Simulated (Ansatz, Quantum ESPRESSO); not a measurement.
# Na3TeCl (Pm-3m): Raman and infrared activity, part 3 of 3

Aim: Raman and infrared lines of Na3TeCl (Pm-3m).

Quantum ESPRESSO 8.0 development, patched; DFT LDA, scalar-relativistic, plane waves, PseudoDojo norm-conserving pseudopotentials.

So far, lowest optical zone-centre mode (cm⁻¹): step 6 (zone-centre analysis) -100; step 8 (ASR crystal) -99.2.

The structure was built from a prototype and need not be the compound's stable phase.

### Step 10. Cross-check with Ansatz

The same cell goes through another code at the same cutoff. The files are of one family, but Ansatz's library holds files of its own making for some heavy elements, so those for Te may differ. Its k mesh is centred on Γ.

This step: DFT LDA, scalar-relativistic, plane waves, norm-conserving pseudopotentials of its library (PseudoDojo's, some remade) (Ansatz 0.2.0).

input.yaml reads:

```yaml
crystal:
  lattice:
    - [5.630345269, 0.0, 0.0]
    - [0.0, 5.630345269, 0.0]
    - [0.0, 0.0, 5.630345269]
  atoms:
    - { symbol: Cl, position: [0.0, 0.0, 0.0] }
    - { symbol: Te, position: [0.5, 0.5, 0.5] }
    - { symbol: Na, position: [0.5, 0.5, 0.0] }
    - { symbol: Na, position: [0.5, 0.0, 0.5] }
    - { symbol: Na, position: [0.0, 0.5, 0.5] }
kpoints:
  mp_grid: { grid: [4, 4, 4] }
hamiltonian:
  xc: lda
  pseudopotentials: { kind: nc, accuracy: standard }
scf:
  occupations: { method: fixed }
output:
  eigenvalues: true
basis:
  ecutwfc: 1197.301
phonons:
  method: dfpt
  dielectric: true
  rigid_motions: translations
  raman: true
```

On the command line:

```
> ansatz run input.yaml --threads 4 --pin off --max-ram 16384MiB --backend cpu --events-out ev --progress --plain --runs-dir out
```

Log:

```text
Engine: ansatz 0.2.0, x86_64-unknown-linux-gnu
Pseudopotentials: kind: nc
Pseudopotential: Cl, nc, valence charge 7, recommended cutoff 761.918815 eV (normal), Cl.nc.azcp (PseudoDojo's, or run here from an input of PseudoDojo's; its table is named by hamiltonian.pseudopotentials.accuracy)
Pseudopotential: Te, nc, valence charge 16, recommended cutoff 1120 eV (normal), Te.nc.azcp (PseudoDojo's, or run here from an input of PseudoDojo's; its table is named by hamiltonian.pseudopotentials.accuracy)
Pseudopotential: Na, nc, valence charge 9, recommended cutoff 1197.300995 eV (normal), Na.nc.azcp (PseudoDojo's, or run here from an input of PseudoDojo's; its table is named by hamiltonian.pseudopotentials.accuracy)
Functional definition: SPW92
  exchange = slater_x
  correlation = pw_c
Crystal: 5 atoms, lattice volume = 178.486 Å³
Basis set: ecut = 1197.301 eV, 16831 PW (Γ), exchange–correlation on 128×128×128 points (8 copies of the dense FFT grid, shifted against one another)
Bands: 30, of which v1, the nominal top of the filled ones, is band 25 counted from 1 (24 counted from 0)
Symmetry: 48 space group operations
k-points: 30 of 64 (irreducible under 2 space group operations, time reversal used)
Non-local potential: Cl, projectors of the file, l = 0: 2, l = 1: 2, l = 2: 2
Non-local potential: Te, projectors of the file, l = 0: 3, l = 1: 2, l = 2: 2, l = 3: 2
Non-local potential: Na, projectors of the file, l = 0: 2, l = 1: 2
Initial density: superposition of atomic densities (chi_scale 0.1, normalization cell, long waves kept (reshape's long-wave potential 0.02 eV rms))
Initial wavefunctions: pseudopotential atomic-orbital guess
Functional: x = slater, c = lda
SCF iter   1: F=—  HF=-7023.357382 eV  |F-HF|=—  |Δ(HF+E_count)|=         —  Δρ=6.70e-2  dr2=1.26e1  ethr=3.10e-3  ⟨swp⟩=5.5  Hψ=3281  notcnv=0  defer=60
preconditioner: auto → Resta (q_TF=auto, 2.207 Å⁻¹)  ε∞=4.6  [insulator: Δε(μ)=0.128 eV  Ē_g=5.060 eV  n_scr=26 (ndim 8)  ℏωp=9.6 eV  f_vac=0.030  ε∞_Penn≈4.6]
SCF iter   2: F=—  HF=-7020.255029 eV  |F-HF|=—  |Δ(HF+E_count)|=    3.10e0  Δρ=1.85e-2  dr2=1.09e0  ethr=3.10e-3  ⟨swp⟩=4.0  Hψ=2194  notcnv=0  defer=71
SCF iter   3: F=—  HF=-7019.897866 eV  |F-HF|=—  |Δ(HF+E_count)|=   3.57e-1  Δρ=9.23e-3  dr2=3.89e-1  ethr=2.18e-3  ⟨swp⟩=2.3  Hψ=1229  notcnv=0  defer=81
SCF iter   4: F=—  HF=-7019.740185 eV  |F-HF|=—  |Δ(HF+E_count)|=   1.58e-1  Δρ=2.73e-3  dr2=3.34e-2  ethr=7.78e-4  ⟨swp⟩=3.1  Hψ=1149  notcnv=0  defer=84
SCF iter   5: F=—  HF=-7019.734262 eV  |F-HF|=—  |Δ(HF+E_count)|=   5.92e-3  Δρ=9.03e-4  dr2=2.11e-3  ethr=6.67e-5  ⟨swp⟩=3.4  Hψ=1551  notcnv=0  defer=84
SCF iter   6: F=—  HF=-7019.735631 eV  |F-HF|=—  |Δ(HF+E_count)|=   1.37e-3  Δρ=2.20e-4  dr2=7.17e-5  ethr=4.21e-6  ⟨swp⟩=2.3  Hψ=1131  notcnv=0  defer=83
SCF iter   7: F=—  HF=-7019.735712 eV  |F-HF|=—  |Δ(HF+E_count)|=   8.16e-5  Δρ=4.64e-5  dr2=1.77e-6  ethr=1.43e-7  ⟨swp⟩=2.3  Hψ=1439  notcnv=0  defer=84
SCF iter   8: F=—  HF=-7019.736049 eV  |F-HF|=—  |Δ(HF+E_count)|=   3.36e-4  Δρ=7.76e-6  dr2=1.03e-7  ethr=3.54e-9  ⟨swp⟩=3.0  Hψ=1700  notcnv=0  defer=79
SCF iter   9: F=—  HF=-7019.736049 eV  |F-HF|=—  |Δ(HF+E_count)|=   1.41e-7  Δρ=1.73e-6  dr2=6.35e-9  ethr=2.07e-10  ⟨swp⟩=2.2  Hψ=1196  notcnv=0  defer=79
SCF iter  10: F=—  HF=-7019.736049 eV  |F-HF|=—  |Δ(HF+E_count)|=   7.63e-9  Δρ=4.44e-7  dr2=3.11e-10  ethr=1.27e-11  ⟨swp⟩=2.0  Hψ=1045  notcnv=0  defer=79
SCF iter  11: F=-7019.736049 eV  HF=-7019.736049 eV  |F-HF|=3.64e-12  |Δ(HF+E_count)|=  2.13e-10  Δρ=1.20e-7  dr2=1.20e-11  ethr=1.00e-12  ⟨swp⟩=15.6  Hψ=6173  notcnv=0
SCF 1 converged in 11 iterations: F = -7019.736049 eV  dr2 = 1.20e-11
DFPT response loops at Γ: preconditioner auto → none (the input reference at scf.mixing.eps_inf says where Resta's filter doesn't serve); β = 0.50; Broyden in place of MSR1
── the response to a field inside a basis, on 6×6×6 k-points: an SCF that follows is theirs, and a resumed run solves both again ──
Bands: 26, of which v1, the nominal top of the filled ones, is band 25 counted from 1 (24 counted from 0)
k-points: 10
Initial density: handed on by an earlier stage of this run
Initial wavefunctions: pseudopotential atomic-orbital guess (no wavefunctions were taken with the density)
Eigensolver: Dense (10 Hₖ)
SCF iter   1: F=—  HF=-7019.705825 eV  |F-HF|=—  |Δ(HF+E_count)|=         —  Δρ=2.18e-4  dr2=6.89e-6  ethr=1.00e-1
preconditioner: auto → Resta (q_TF=auto, 2.207 Å⁻¹)  ε∞=3.5  [insulator: Δε(μ)=2.610 eV  Ē_g=7.045 eV  n_scr=26 (ndim 8)  ℏωp=11.1 eV  f_vac=0.249  ε∞_Penn≈3.5]
SCF iter   2: F=—  HF=-7019.705826 eV  |F-HF|=—  |Δ(HF+E_count)|=   1.51e-6  Δρ=1.11e-4  dr2=1.73e-6  ethr=1.38e-8
SCF iter   3: F=—  HF=-7019.705827 eV  |F-HF|=—  |Δ(HF+E_count)|=   7.00e-7  Δρ=4.49e-6  dr2=2.62e-8  ethr=3.46e-9
SCF iter   4: F=—  HF=-7019.705827 eV  |F-HF|=—  |Δ(HF+E_count)|=   4.56e-9  Δρ=1.34e-6  dr2=5.61e-9  ethr=5.23e-11
SCF iter   5: F=—  HF=-7019.705827 eV  |F-HF|=—  |Δ(HF+E_count)|=   1.68e-9  Δρ=3.51e-7  dr2=2.51e-10  ethr=1.12e-11
SCF iter   6: F=-7019.705827 eV  HF=-7019.705827 eV  |F-HF|=1.27e-11  |Δ(HF+E_count)|=  2.24e-10  Δρ=7.77e-8  dr2=9.80e-12  ethr=1.00e-12
SCF 1 converged in 6 iterations: F = -7019.705827 eV  dr2 = 9.80e-12
DFPT response loops at Γ: mixed as the last ones told, above
DFPT response loops at Γ: mixed as the last ones told, above
WARN: field response: ε∞ stands inside a basis, on 6×6×6 points; the force constants stand on the 4×4×4 k-mesh, whose period is 12.51 times the interband length at k = (0.0000, 0.0000, 0.0000), direct gap 2.441 eV, under 14: take them and everything formed from them as unconverged, and compare with a denser kpoints.mp_grid
SCF converged after 11 iterations
Free energy (F): -7019.736049 eV
Harris-Foulkes:  -7019.736049 eV  (|F-HF|=3.64e-12)
Internal energy: -7019.736049 eV  (E = F + TS)
E sigma→0 (E₀):  -7019.736049 eV
Fermi energy:    0.442337 eV
--- Per-component energies (eV) ---
  E_band       = -1078.565487
  E_kinetic    = 3958.340771
  E_local      = -7632.956052  (includes V_loc(G=0)·N_el)
  E_nonlocal   = -1934.047940
  E_hartree    = 2881.597284
  E_xc         = -1325.122523
  E_vxc        = -1233.097016  (∫ρ·V_xc dr)
  E_ewald      = -2967.547590
  E_smearing   = -0.000000  (= −TS)
  E_closure    = -0.000000  (closes the sum)
  Σ components = -7019.736049   (vs F -7019.736049, Δ=0.00e0)
--- Band table (eV; the first three rows and the last of 30) ---
  k-point 0: bands = [... 21 lower, -0.3340, 0.4423, 0.4423, 0.4423, 2.8831, 5.1186, 5.1186, 7.7991, ... 1 higher]
  k-point 1: bands = [... 21 lower, -0.2532, -0.0067, 0.3636, 0.3636, 3.5912, 5.4087, 5.5322, 7.1086, ... 1 higher]
  k-point 2: bands = [... 21 lower, -0.1401, -0.1401, 0.2520, 0.2520, 4.5540, 5.2956, 6.0938, 6.5218, ... 1 higher]
  k-point 29: bands = [... 21 lower, -0.3228, -0.3143, -0.3143, -0.3143, 5.3652, 5.3652, 5.3652, 7.3340, ... 1 higher]
--- Phonons (Γ-DFPT): 4 representative perturbations + reference, on 30 of 64 k-points (Σ response iterations 14) ---
  k mesh reduced under 2 symmetry operations, with k and −k counted as one. Each operation leaves every solved perturbation unchanged. A smaller set is not considered because the run solves the response to a homogeneous field
  ASR residual: 2.519e-4 → 0.000e0 eV/Å²; symmetrization residual: 1.863e-5 eV/Å²
  ASR residual per site (eV/Å²): 6.75e-5 1.42e-4 2.52e-4 2.52e-4 2.52e-4
  Γ frequencies (cm⁻¹): -100.20 -100.20 -100.20 -73.63 -73.63 -73.63 0.00 0.00 0.00 63.52 63.52 63.52 287.69 287.69 287.69
  ε∞ (high-frequency dielectric tensor):
        3.003072     0.000000     0.000000
        0.000000     3.003072     0.000000
        0.000000     0.000000     3.003072
  softest optical mode at Γ: -100.20 cm⁻¹; the repairs (sum rule, projections) moved no ω² at Γ by more than (2.51 cm⁻¹)²
  Born effective charges Z* (e; rows j = field, columns β = displacement):
    site 0:
        -1.46014    0.00000    0.00000
         0.00000   -1.46014    0.00000
         0.00000    0.00000   -1.46014
    site 1:
        -1.44340   -0.00000    0.00000
        -0.00000   -1.44340    0.00000
         0.00000    0.00000   -1.44340
    site 2:
         0.81395   -0.00000    0.00000
        -0.00000    0.81395    0.00000
         0.00000    0.00000    1.27564
    site 3:
         0.81395   -0.00000    0.00000
        -0.00000    1.27564    0.00000
        -0.00000    0.00000    0.81395
    site 4:
         1.27564    0.00000    0.00000
         0.00000    0.81395    0.00000
         0.00000    0.00000    0.81395
  Z* charge neutrality: 4.274e-4 e pre-enforcement
  solved inside a basis spanned on kpoints, on 6×6×6 k-points transformed towards the longest dipole: ε∞ is read to err by 6.3e-3, Z* by 1.7e-2 e (field_mesh: kpoints solves on kpoints); Z* is corrected for what the basis lacks
  Raman tensors (in the event stream and the table raman_tensors.tsv): an entry may err by 7.6e-3 Å², one of the second-order susceptibility by 1.8e-19 pm/V (basis, points and sum rule); their sum over the sites missed zero by 5.237e-20 Å² ahead of its enforcement
  optical modes at Γ without the LO–TO term, one row a degenerate level:
      ω (cm⁻¹)  modes    IR ((D/Å)²/amu)  static Raman (Å⁴/amu)  depolarisation
       -100.20      3             8.5044                 0.0000               —
        -73.63      3             0.0000                 0.0000               —
         63.52      3             0.0003                 0.0000               —
        287.69      3             5.6759                 0.0000               —
  optical modes at Γ + LO–TO along q̂ = [1.0000, 0.0000, 0.0000]:
      ω (cm⁻¹)  modes    IR ((D/Å)²/amu)  static Raman (Å⁴/amu)  depolarisation
       -100.20      2             5.6696                 0.0000               —
        -73.63      3             0.0000                 0.0000               —
         17.17      1             2.3547                 0.0000               —
         63.52      2             0.0002                 0.0000               —
         63.53      1             0.0011                 0.0000               —
        287.69      2             3.7839                 0.0000               —
        302.06      1             2.3711                 0.0000               —
  optical modes at Γ + LO–TO along q̂ = [0.0000, 1.0000, 0.0000]:
      ω (cm⁻¹)  modes    IR ((D/Å)²/amu)  static Raman (Å⁴/amu)  depolarisation
       -100.20      2             5.6696                 0.0000               —
        -73.63      3             0.0000                 0.0000               —
         17.17      1             2.3547                 0.0000               —
         63.52      2             0.0002                 0.0000               —
         63.53      1             0.0011                 0.0000               —
        287.69      2             3.7839                 0.0000               —
        302.06      1             2.3711                 0.0000               —
  optical modes at Γ + LO–TO along q̂ = [0.0000, 0.0000, 1.0000]:
      ω (cm⁻¹)  modes    IR ((D/Å)²/amu)  static Raman (Å⁴/amu)  depolarisation
       -100.20      2             5.6696                 0.0000               —
        -73.63      3             0.0000                 0.0000               —
         17.17      1             2.3547                 0.0000               —
         63.52      2             0.0002                 0.0000               —
         63.53      1             0.0011                 0.0000               —
        287.69      2             3.7839                 0.0000               —
        302.06      1             2.3711                 0.0000               —
```

The job ended after 4.6 min (4 threads of Intel Xeon Platinum 8375C at 2.90GHz (Ice Lake), shared host; peak memory 4 GiB).

Read from the output:

```
gap on the k-mesh                                : 2.441 eV
sum-rule residual before enforcement             : 2.52e-4 eV/Å²
miss of the charge sum rule                      : 4.27e-4 e
estimated error of the dielectric tensor         : 0.006278
estimated error of the Born charges              : 0.01725 e
highest optical zone-centre mode (no LO-TO term) : 287.7 cm⁻¹
lowest optical zone-centre mode                  : -100.2 cm⁻¹
mean high-frequency dielectric constant          : 3.003
largest Born charge in size (third of the trace) : 1.460 e
highest mode moved by the LO-TO term             : 302.1 cm⁻¹
```

Transverse modes; imaginary modes left out. Infrared lines, with heights relative to the strongest:

| position (cm⁻¹) | label | IR intensity ((D/Å)²/amu), degenerate modes summed, relative |
| --- | --- | --- |
| 64 | T1u | 0.0 |
| 288 | T1u | 100 |

The log warns that the force constants on this k mesh are to be taken as unconverged.

### Step 11. The two compared: QE PseudoDojo and Ansatz, library NC

Worked out from the results:

| Item | Value |
| --- | --- |
| root-mean-square difference | 0.03 cm⁻¹ |
| largest difference | 0.04 cm⁻¹ |

The two runs side by side. Further quantities:

| quantity | QE PseudoDojo | Ansatz, library NC |
| --- | --- | --- |
| mean ε∞ | 3.027 | 3.003 |
| largest Born charge in size (e; the first before, the second after the charge sum rule) | 1.462 | 1.46 |
| summed IR intensity ((D/Å)²/amu) | 14.2 | 14.18 |

At the zone centre the largest difference (acoustic modes at Γ apart) is 0.01 % of the highest mode.

### Step 12. Outcome

| Item | Value |
| --- | --- |
| space group after relaxation | Pm-3m |
| volume per atom | 35.7 Å³ |
| gap on the k-mesh | 2.44 eV |
| highest optical zone-centre mode (no LO-TO term) | 287.7 cm⁻¹ |
| lowest optical zone-centre mode | -100.2 cm⁻¹ |
| highest mode moved by the LO-TO term | 302.0 cm⁻¹ |
| mean high-frequency dielectric constant | 3.03 |
| largest Born charge in size (third of the trace) | 1.46 e |
| imaginary optical modes at the zone centre (no q mesh in this session) | yes |
| largest difference from Ansatz, library NC | 0.04 cm⁻¹ |

**Reading.** No mode is Raman active in this structure; the strongest infrared line lies at 288 cm⁻¹. At the LDA level the optical modes of Na3TeCl (Pm-3m) at the zone centre (no LO-TO term) run from 100i to 288 cm⁻¹, so the structure is a saddle point, with 6 modes beyond 10i cm⁻¹ there. Along the directions run, the highest mode that the macroscopic field moves lies at 302 cm⁻¹. Of the 12 optical modes, 9 are infrared active alone and 3 are silent. QE PseudoDojo and Ansatz, library NC agree to 0.04 cm⁻¹ (0.01 % of the highest mode compared) on all solved modes but the acoustic ones at Γ, without the LO-TO term. These are harmonic frequencies at zero temperature: anharmonic shifts and linewidths and thermal expansion are left out. Spin-orbit coupling is left out, which can matter for the heavy elements here. The total energies of the two programs lie far apart, so at least one potential file in Ansatz's library differs from the published one read by the first program. Ansatz's log warns that force constants on this k mesh are to be taken as unconverged, an error that the frequencies of both programs share. The build is a development version in which the Raman tensors of release 7.5 are mended; dynmat.x leaves out the electro-optic term of LO lines. The structure is a hypothetical one, built on a prototype.

[Host names and launcher messages were left out of these logs when they were recorded.]

[Logs are printed without paths, hosts, clocks, repeated set-up lines and the standing remarks that a program may print on its own settings, such as how far it seeks lower states.]

[Hosts, paths, dates, database ids (printed as entryN), source tags and the programs' standing remarks are cut or masked in the printed files.]
